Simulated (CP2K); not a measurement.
The C K edge of 2-vinylthiazole was computed by TDDFT (CP2K XAS_TDP, aug-cc-pVDZ, TDA) at these levels: PBE, PBEh(45%) and PBEh(45%) + GW2X. The first three lines of C1 (bonded to C and 2 H) with a strength over 0.0015, energy in eV and strength:

| run | first | second | third |
| --- | --- | --- | --- |
| 1 | 280.32 (0.050) | 284.37 (0.008) | 284.94 (0.009) |
| 2 | 267.18 (0.018) | 268.75 (0.005) | 270.17 (0.005) |
| 3 | 286.21 (0.049) | 290.25 (0.008) | 290.83 (0.009) |

Which run is which?

Run 1: PBEh(45%) (45 % exact exchange). Run 2: PBE (0 % exact exchange). Run 3: PBEh(45%) + GW2X (45 % exact exchange). Self-interaction lifts the core level, so the uncorrected lines rise with the share of exact exchange. The GW2X run keeps the spacings of its parent: 4.04 eV between the first two lines in run 3, 4.05 eV in run 1. Its shift is +5.89 eV, since the Kohn–Sham level at this share of exchange lies that far above the quasiparticle level.

[Hosts, paths, dates, database ids (printed as entryN), source tags and the programs' standing remarks are cut or masked in the printed files.]
